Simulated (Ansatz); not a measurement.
# Where Li_i (7-fold void) puts its levels in the gap of Li3VO4 (Pmn2_1)

Wanted: the transition levels of a self-interstitial in Li3VO4 (Pmn2_1), from a cell of 64 host atoms with 1 Li put in.

Program: Ansatz 0.2.0. Level of theory: place-levels on PBEsol runs: charge-transition levels and formation energies with image-charge correction and potential alignment at the atomic sites. Results are calculated unless marked as measured.

### 1. Starting point

The cell holds 65 atoms: 25 Li, 8 V and 32 O. Its edges and angles: a = 9.648 Å, b = 9.648 Å, c = 9.648 Å, α = 98.7°, β = 111.7°, γ = 118.7°. It derives from Li3VO4 (space group Pmn2_1). Nearest the centre at fractional (0.656, 0.388, 0.268): Li65 at 0.00 Å, O37 at 2.05 Å, Li4 at 2.06 Å, Li15 at 2.06 Å, O47 at 2.07 Å, O51 at 2.07 Å, Li23 at 2.08 Å, V28 at 2.27 Å.

Screening for the image-charge correction: ε∞ = (3.25, 3.13, 3.33), ε0 = (6.65, 6.29, 7.70), from a response run on this crystal (DFPT, PBEsol) at that run's own cell.

The cell's shortest repeat is 9.6 Å.

### 2. The runs of each charge state

Levels follow from differences of total energies between charge states, each relaxed by itself.

Random displacements of about 0.05 Å break the site symmetry at the start, so that the relaxation can reach a distorted minimum if there is one. Forces are taken at one point at (¼, ¼, ¼). The cell holds 1 electron more than the neutral one, with a uniform background that keeps it neutral on the whole.

The sampling was tested on the host first: at the k-points planned (1x1x1 shifted 0.25 0.25 0.25) its energy lies -0.001 eV an atom from the dense-mesh value, under the bound of 0.02 eV set for this test; that bounds the host's error, not the defect's.

One of the inputs; charge, spin and start change from state to state.

qm1.relax_smeared/input.yaml reads:

```yaml
crystal:
  lattice:
    - [-6.28601216, 5.41796067, 4.92165736]
    - [6.28601216, -5.41796067, 4.92165736]
    - [6.28601216, 5.41796067, -4.92165736]
  atoms:
    - { symbol: Li, position: [0.33914451, 0.12883353, 0.45779915] }
    - { symbol: Li, position: [0.33914451, 0.62883353, 0.95779915] }
[... 1 atom line left out ...]
    - { symbol: Li, position: [0.83914451, 0.62883353, 0.45779915] }
    - { symbol: Li, position: [0.42103438, 0.38134536, 0.29220085] }
[... 3 atom lines left out ...]
    - { symbol: Li, position: [0.42103438, 0.12883353, 0.03968902] }
[... 5 atom lines left out ...]
    - { symbol: Li, position: [0.83914451, 0.38134536, 0.21031098] }
[... 7 atom lines left out ...]
    - { symbol: Li, position: [0.67205696, 0.25533765, 0.41671931] }
[... 2 atom lines left out ...]
    - { symbol: V, position: [0.08546854, 0.50052658, 0.58494196] }
[... 1 atom line left out ...]
    - { symbol: V, position: [0.58546854, 0.50052658, 0.08494196] }
[... 2 atom lines left out ...]
    - { symbol: V, position: [0.66558462, 0.00052658, 0.16505804] }
    - { symbol: V, position: [0.66558462, 0.50052658, 0.66505804] }
    - { symbol: O, position: [0.21519257, 0.1676592, 0.27234663] }
[... 2 atom lines left out ...]
    - { symbol: O, position: [0.71519257, 0.6676592, 0.27234663] }
    - { symbol: O, position: [0.41314872, 0.32682811, 0.08632061] }
[... 1 atom line left out ...]
    - { symbol: O, position: [0.91314872, 0.32682811, 0.58632061] }
[... 2 atom lines left out ...]
    - { symbol: O, position: [0.21519257, 0.94284594, 0.04753337] }
    - { symbol: O, position: [0.71519257, 0.44284594, 0.04753337] }
[... 3 atom lines left out ...]
    - { symbol: O, position: [0.64531257, 0.44284594, 0.47765337] }
[... 3 atom lines left out ...]
    - { symbol: O, position: [0.64531257, 0.1676592, 0.20246663] }
[... 5 atom lines left out ...]
    - { symbol: O, position: [0.48901763, 0.05452162, 0.43449601] }
[... 2 atom lines left out ...]
    - { symbol: O, position: [0.98901763, 0.55452162, 0.43449601] }
[... 4 atom lines left out ...]
    - { symbol: Li, position: [0.655866, 0.388351, 0.267515] }
  host:
    repeats: [1, 1, 1]
    atoms:
      - { symbol: Li, position: [0.33914451, 0.12883353, 0.45779915] }
      - { symbol: Li, position: [0.33914451, 0.62883353, 0.95779915] }
      # ... 62 more atoms of the perfect host
total_charge: -1
basis:
  ecutwfc: 420
  xc_grid: 2
hamiltonian:
  xc: pbesol
kpoints:
  mp_grid: { grid: [1, 1, 1], shift: [0.25, 0.25, 0.25] }
scf:
  occupations: { method: fermi_dirac, width: 0.01 }
  max_iter: 80
output:
  forces: true
  charged_corrections:
    epsilon: [3.25, 3.13, 3.33]
    static_epsilon: [6.65, 6.29, 7.7]
    defect_position: [0.655866, 0.388351, 0.267515]
relax:
  f_tol: 0.02
  max_steps: 80
  random_displacement: { amplitude: 0.05, seed: 7269 }
checkpoint:
  write: "../qm1.relax_smeared.run"
  compress: false
  write_wavefunctions: true
  write_every: 100000
```

Command:

```
$ ansatz run input.yaml --threads 4 --pin off --max-ram 7536MiB --backend cpu --events-out ev --progress --plain --runs-dir out
```

The relaxed structure is kept and the sampling changed to a 2×2×2 shifted mesh.

The run of this state that the levels use, under PBEsol:

qm1.point/input.yaml reads:

```yaml
crystal:
  checkpoint: "../qm1.relax_smeared.run"
  host: checkpoint
total_charge: -1
basis:
  ecutwfc: 420
  xc_grid: 2
hamiltonian:
  xc: pbesol
kpoints:
  mp_grid: { grid: [2, 2, 2], shift: [0.5, 0.5, 0.5] }
scf:
  occupations: { method: fermi_dirac, width: 0.01 }
  max_iter: 80
output:
  forces: true
  eigenvalues: true
  charged_corrections:
    epsilon: [3.25, 3.13, 3.33]
    static_epsilon: [6.65, 6.29, 7.7]
    defect_position: [0.655866, 0.388351, 0.267515]
  eigenstates: { localisation: true }
  populations: true
  band_densities: [{ bands: [v1, v1] }, { bands: [c1, c1] }]
  write_density: true
  write_potential: true
  volumetric_format: npy
checkpoint:
  read: "../qm1.relax_smeared.run"
  write: "../qm1.point.run"
  compress: false
  write_wavefunctions: false
  write_every: 100000
```

Relaxations under PBEsol at one point at (¼, ¼, ¼); times on 4 threads of Arm Neoverse V1, shared host:

```csv
charge,moment (μB),occupations,outcome,steps,largest displacement against the far atoms (Å),time
−1,0,fixed,not converged,-,-,38 s
−1,0,fermi-dirac,converged,7,0.30,1.7 min
0,1,fixed,converged,6,0.30,4.7 min
+1,0,fixed,converged,6,0.32,52 s
−1,2,fixed,converged,7,0.30,6 min
```

Single points under PBEsol at a 2×2×2 shifted mesh; times on 4 threads of Arm Neoverse V1, shared host:

```csv
charge,moment (μB),occupations,outcome,time
−1,0,fermi-dirac,converged,83 s
0,1,fermi-dirac,converged,3.2 min
+1,0,fermi-dirac,converged,46 s
−1,2,fermi-dirac,converged,4.4 min
```

Distances (Å) from Li65 to the nearest atoms after relaxation with PBEsol:

```csv
charge,moment (μB),1.,2.,3.,4.,5.,6.
−1,0,O 1.88,O 1.88,O 2.06,O 2.17,Li 2.22,Li 2.27
−1,2,O 1.88,O 1.88,O 2.03,O 2.20,Li 2.22,Li 2.27
0,1,O 1.88,O 1.88,O 2.05,O 2.20,Li 2.22,Li 2.28
+1,0,O 1.89,O 1.89,O 2.13,O 2.13,Li 2.22,Li 2.27
```

### 3. place-levels, PBEsol

A charged cell interacts with its images and the background, and its potential has another zero than the host's. place-levels removes the first by a point-charge model, screened by the static dielectric constant since the ions have relaxed around the charge, and the second by comparing potentials at atoms far from the defect.

The host is a run of the defect-free crystal in the same cutoffs, grids and k-points, so that basis and sampling errors cancel in part in the differences. Its band edges come from a run of the primitive cell that searches the zone for them. Chemical potentials are energies per atom of Li (bcc), run with the same functional and cutoff.

levels.point.yaml reads:

```yaml
host:
  run: host.point.run
  levels_from: { run: edges.point.run }
states: [qm1.point.run, q0_M1.point.run, qp1.point.run, qm1_M2.point.run]
geometry_from:
  qm1.point.run: qm1.relax_smeared.run
  q0_M1.point.run: q0_M1.relax.run
  qp1.point.run: qp1.relax.run
  qm1_M2.point.run: qm1_M2.relax.run
  host.point.run: host.relax.run
chemical_potentials:
  Li:
    energy: -202.99658
    dataset: "<sha256 of the dataset>"
epsilon: [3.25, 3.13, 3.33]
static_epsilon: [6.65, 6.29, 7.7]
vertical:
  - { from: qm1.point.run, to: qm1.point_neutral.run }
  - { from: qp1.point.run, to: qp1.point_neutral.run }
  - { from: qm1_M2.point.run, to: qm1_M2.point_neutral.run }
```

Command:

```
$ ansatz place-levels levels.point.yaml -- --threads 4 --pin off --max-ram 7536MiB
```

Numbers of over 12 decimals in the logs are rounded to 6 here.

What it wrote:

```text
[... repeated set-up lines and file paths are left out, and long positions are rounded to six places ...]
(+1/0) 3.766 eV above the valence edge, 0.288 eV under the conduction edge
(0/-1) 4.058 eV above the valence edge (+4.195 eV without the band-filling correction), in the conduction band
formation energy of charge +1: -3.330 eV with the Fermi level at the valence edge
formation energy of charge 0: +0.435 eV with the Fermi level at the valence edge
formation energy of charge -1: +4.493 eV with the Fermi level at the valence edge
vertical -1 to 0: no energy, since no alignment is typed
  the change from vertical[0].from (qm1.point.run) to vertical[0].to (qm1.point_neutral.run): by its potential at epsilon [3.25, 3.13, 3.33] it stands at 0.130 0.015 0.578, with an rms radius of about 5.6 Å (2.9 3.1 3.7 Å across the planes of the cell's [...]
vertical +1 to 0: no energy, since no alignment is typed
  the change from vertical[1].from (qp1.point.run) to vertical[1].to (qp1.point_neutral.run): by its potential at epsilon [3.25, 3.13, 3.33] it stands at 0.636 0.491 0.103, with an rms radius of about 4.6 Å (2.2 2.3 3.2 Å across the planes of the cell's [...]
vertical -1 to 0: no energy, since no alignment is typed
  the change from vertical[2].from (qm1_M2.point.run) to vertical[2].to (qm1_M2.point_neutral.run): by its potential at epsilon [3.25, 3.13, 3.33] it stands at 0.648 0.478 0.534, with an rms radius of about 5.7 Å (2.8 3.1 4.0 Å across the planes of the cell's [...]
  edges by pbesol of host.levels_from (edges.point.run), its mesh sampled to repeats of 27.09 Å (the valence edge +0.048 eV and the conduction edge -0.022 eV from those of the host's own run), gap 4.054 eV; the host is sampled to repeats of 19.69 Å
  the defect's cells are sampled to repeats of 19.69 Å, like sampling
  charge +1: -46182.7404 eV with its correction of +0.337 eV, at epsilon [6.65, 6.29, 7.7], aligned at sites: -0.0086 eV, mean over 16 atomic sites at or beyond 4.82 Å from the defect at [0.6559, 0.3884, 0.2675], with -0.048945 for the charge's moments and [...]
  charge 0: +0.000 eV for its dipole among its images, +0.022 omitted
  states[1] (q0_M1.point.run): levels filled in part (TS 0.011 eV): its energy is of no whole electron's
  charge -1: -46168.5791 eV with its correction of +0.043 eV, at epsilon [6.65, 6.29, 7.7], aligned at sites: +0.3027 eV, mean over 16 atomic sites at or beyond 4.82 Å from the defect at [0.6559, 0.3884, 0.2675], with -0.006161 for the charge's moments and [...]
  states[3] (qm1_M2.point.run): levels filled in part (TS 0.017 eV): its energy is of no whole electron's
  charge -1: states[0] (qm1.point.run) stands 0.130 eV higher, with a moment of 0.00 μB against 2.00
  states[0] (qm1.point.run): levels filled in part (TS 0.038 eV): its energy is of no whole electron's
  of states[2] (qp1.point.run): it parts from the run at its places by a charge that spreads by about 3.2 Å along one vector (1.4 Å or more is wide), by its potential at epsilon [3.25, 3.13, 3.33], taken for that of held ions (one typed too small widens it), [...]
  of states[1] (q0_M1.point.run): its displacements don't fall off away from the defect: farther atoms stand 0.06 Å off the host's places. [...]
  of states[3] (qm1_M2.point.run): it parts from the run at its places by a charge that spreads by about 4 Å along one vector (1.4 Å or more is wide), by its potential at epsilon [3.25, 3.13, 3.33], taken for that of held ions (one typed too small widens it), [...]
  of states[0] (qm1.point.run): it parts from the run at its places by a charge that spreads by about 3.7 Å along one vector (1.4 Å or more is wide), by its potential at epsilon [3.25, 3.13, 3.33], taken for that of held ions (one typed too small widens it), [...]
  vertical[0].from (qm1.point.run): levels filled in part (TS 0.038 eV): its energy is of no whole electron's
  of vertical[0].from (qm1.point.run): its displacements don't fall off away from the defect: farther atoms stand 0.058 Å off the host's places. [...]
  vertical[0].to (qm1.point_neutral.run): levels filled in part (TS 0.015 eV): its energy is of no whole electron's
  of vertical[0].to (qm1.point_neutral.run): its displacements don't fall off away from the defect: farther atoms stand 0.058 Å off the host's places. [...]
  of vertical[1].from (qp1.point.run): its displacements don't fall off away from the defect: farther atoms stand 0.057 Å off the host's places. [...]
  vertical[1].to (qp1.point_neutral.run): levels filled in part (TS 0.017 eV): its energy is of no whole electron's
  of vertical[1].to (qp1.point_neutral.run): its displacements don't fall off away from the defect: farther atoms stand 0.057 Å off the host's places. [...]
  vertical[2].from (qm1_M2.point.run): levels filled in part (TS 0.017 eV): its energy is of no whole electron's
  of vertical[2].from (qm1_M2.point.run): 3 of its atoms bear a moment where their sites in the host bear none, a quarter or more of an element's: the host was run without spin, so run it with spin; [...]
  vertical[2].to (qm1_M2.point_neutral.run): levels filled in part (TS 0.013 eV): its energy is of no whole electron's
  of vertical[2].to (qm1_M2.point_neutral.run): its displacements don't fall off away from the defect: farther atoms stand 0.061 Å off the host's places. [...]
```

Elapsed: 0.46 s, on 4 threads of Arm Neoverse V1, shared host.

Under PBEsol the gap is 4.05 eV, (+1/0) 3.77, (0/−1) 4.06 (with band filling) eV.

Levels between the charges placed, in eV above the valence top:

```csv
,gap (eV),(+1/0),(0/−1)
PBEsol,4.05,3.77,4.06
```

Corrections by state:

```csv
charge,moment (μB),image terms and alignment (eV),band filling (eV),ε used,"over the lowest of its charge, as the program ranks them, band filling apart (eV)"
+1,0.0,0.337,-,"principal values (6.29, 6.65, 7.70)",0.000
0,1.0,0.000,-,-,0.000
−1,2.0,0.043,-0.138,"principal values (6.29, 6.65, 7.70)",0.000
−1,0.0,0.030,-,"principal values (6.29, 6.65, 7.70)",0.130
```

The charged structures listed were also run neutral, and place-levels reads from each pair, by the potential or the spins, how wide the charge is by which they differ; that can be the carrier of either run.

```csv
charge,rms radius (Å),spread where it is widest against the cell (Å),wide from (Å),reading
+1,4.6,3.22,1.42,wide
−1,5.7,3.95,1.42,wide
```

The neutral runs of these pairs need not share the spin of the lowest neutral state, and very wide values only mean spread over the cell.

From the program's caveats on the states, each cut to its opening words:

- charge +1: it parts from the run at its places by a charge that spreads by about 3.2 Å along one vector (1.4 Å or more is wide), by its potential at epsilon [3.25, 3.13, [...]
- charge +1: its alignment with the host at atomic sites is doubtful: the mean over the far sites moves by +0.0759 eV from their farther parts to their nearer, more than [...]
- charge +1: its displacements don't fall off away from the defect: farther atoms stand 0.057 Å off the host's places
- charge 0 (1 μB): its displacements don't fall off away from the defect: farther atoms stand 0.06 Å off the host's places
- charge −1 (2 μB): it parts from the run at its places by a charge that spreads by about 4 Å along one vector (1.4 Å or more is wide), by its potential at epsilon [3.25, 3.13, [...]
- charge −1 (2 μB): a band-filling correction moves a carrier to the host's band edge, which changes its energy by -0.138 eV
- charge −1 (2 μB): 3 of its atoms bear a moment where their sites in the host bear none, a quarter or more of an element's: the host was run without spin, so run it with spin
- charge −1 (2 μB): its displacements don't fall off away from the defect: farther atoms stand 0.061 Å off the host's places
- charge −1: it parts from the run at its places by a charge that spreads by about 3.7 Å along one vector (1.4 Å or more is wide), by its potential at epsilon [3.25, 3.13, [...]
- charge −1: its displacements don't fall off away from the defect: farther atoms stand 0.058 Å off the host's places

Chemical potentials of the elements' reference phases, run alike. Formation energy by charge state (elemental references; gap 4.05 eV):

```csv
charge,at valence top (eV),at conduction bottom (eV),correction included (eV)
+1,-3.33,0.72,0.34
0,0.44,0.44,0.00
−1,4.49,0.44,-0.09
```

Fermi level (eV), lowest formation energy (eV) and a bar from the least value:
```
     0.00      -3.33 
     0.37      -2.96 ###
     0.74      -2.59 ######
     1.10      -2.23 #########
     1.47      -1.86 ############
     1.84      -1.49 ###############
     2.21      -1.12 ##################
     2.58      -0.75 #####################
     2.95      -0.38 #######################
     3.32      -0.01 ##########################
     3.69       0.36 #############################
     4.05       0.44 ##############################
```

### 4. Levels against the band edges, r2SCAN

r2SCAN on the same structure is run to see how far the result rests on the functional, though not on the errors that semilocal functionals share; the sampling changes too, to one point at (¼, ¼, ¼), so differences hold both changes.

qm1.r2scan/input.yaml reads:

```yaml
crystal:
  checkpoint: "../qm1.relax_smeared.run"
  host: checkpoint
total_charge: -1
basis:
  ecutwfc: 500
  xc_grid: 2
hamiltonian:
  xc: r2scan
kpoints:
  mp_grid: { grid: [1, 1, 1], shift: [0.25, 0.25, 0.25] }
scf:
  occupations: { method: fermi_dirac, width: 0.01 }
  max_iter: 80
output:
  forces: true
  eigenvalues: true
  charged_corrections:
    epsilon: [3.25, 3.13, 3.33]
    static_epsilon: [6.65, 6.29, 7.7]
    defect_position: [0.655866, 0.388351, 0.267515]
checkpoint:
  write: "../qm1.r2scan.run"
  compress: false
  write_wavefunctions: false
  write_every: 100000
```

It took 92 s on 4 threads; peak memory 1.7 GiB; 6 min of CPU time.

levels.r2scan.yaml reads:

```yaml
host:
  run: host.r2scan.run
  levels_from: { run: edges.r2scan.run }
states: [qm1.r2scan.run, q0_M1.r2scan.run, qp1.r2scan.run, qm1_M2.r2scan.run]
geometry_from:
  qm1.r2scan.run: qm1.relax_smeared.run
  q0_M1.r2scan.run: q0_M1.relax.run
  qp1.r2scan.run: qp1.relax.run
  qm1_M2.r2scan.run: qm1_M2.relax.run
  host.r2scan.run: host.relax.run
chemical_potentials:
  Li:
    energy: -205.1324
    dataset: "<sha256 of the dataset>"
```

Command:

```
$ ansatz place-levels levels.r2scan.yaml -- --threads 4 --pin off --max-ram 7536MiB
```

What it wrote:

```text
(+1/0) 4.061 eV above the valence edge, 0.385 eV under the conduction edge
(0/-1) 4.448 eV above the valence edge, in the conduction band
formation energy of charge +1: -3.648 eV with the Fermi level at the valence edge
formation energy of charge 0: +0.412 eV with the Fermi level at the valence edge
formation energy of charge -1: +4.861 eV with the Fermi level at the valence edge
  edges by r2scan of host.levels_from (edges.r2scan.run), its mesh sampled to repeats of 27.09 Å (the valence edge +0.137 eV and the conduction edge -0.049 eV from those of the host's own run), gap 4.446 eV; the host is sampled to repeats of 14.64 Å
[... the lines on each state left out ...]
```

Run time: 0.25 s. Hardware: 4 threads.

Under r2SCAN the gap is 4.45 eV, (+1/0) 4.06, (0/−1) 4.45 eV; the stage before (PBEsol, at other k-points) gave a gap of 4.05 eV and levels within 0.39 eV of these.

### 5. Cost and result

Levels between neighbouring charges, in eV above each run's own valence top:

```csv
,gap (eV),(+1/0),(0/−1),CPU time a state at this stage (restarts are quicker than cold starts)
"PBEsol, 2×2×2 shifted mesh",4.05,3.77,4.06,9.4 min
"r2SCAN on PBEsol structures, (¼, ¼, ¼)",4.45,4.06,4.45,18 min
```

### 6. Outcome

| Quantity | Value |
| --- | --- |
| gap of the host | 4.05 eV (PBEsol) |
| level (plus 1/0) | 3.77 eV above the valence top |
| level (0/minus 1) | 4.06 eV above the valence top, at the conduction bottom (4.20 eV above the valence top without the band-filling term) |
| lowest of the charges placed, just above the valence top (0.02 eV) | +1 |
| lowest of the charges placed, just below the conduction bottom (0.02 eV) | 0 |
| lowest formation energy at mid-gap of the charges run, elemental references | -1.30 eV |

In words: Of the charges placed (−1, 0 and +1), the lowest changes at 3.77 eV (+1/0) above the valence top, in a gap of 4.05 eV. (+1/0) lies nearer to a band edge than the share of the finite-size correction in it (0.34 eV), and that correction holds for a localised charge alone. Charges above +1 were not placed, so these runs say nothing of levels that involve them. States placed: +1 at 0 μB; 0 at 1 μB; −1 at 2 μB and 0 μB. Other spin states or structures, where not listed, weren't placed. The program finds carriers beyond a band edge of the host and adds a band-filling term at charge −1 (-0.14 eV); steps to such a charge show no bound level, and a defect level inside a band would be read the same way. The program doubts the alignment of potentials for at least one state, a sign that the cell is small. Keep in mind: PBEsol makes the gap too small and tends to spread out bound carriers; where a gas molecule sets a chemical potential or the host's formation energy, its binding is uncorrected; force components of up to 0.12 eV/Å remain in a run at the final settings.

[Logs are printed without paths, hosts, clocks, repeated set-up lines and the standing remarks that a program may print on its own settings, such as how far it seeks lower states.]

[Hosts, paths, dates, database ids (printed as entryN), source tags and the programs' standing remarks are cut or masked in the printed files.]

[Where a table of states has a column of steps, it counts the stored structures, which are thinned; the runs took as many ionic steps or more.]

[A defect's name tells the site on which it was built; relaxed atoms can leave that site.]

[For some hosts the program warned that the k-mesh of the response run may be too coarse for force constants and the static dielectric constant; such warnings are not shown here.]
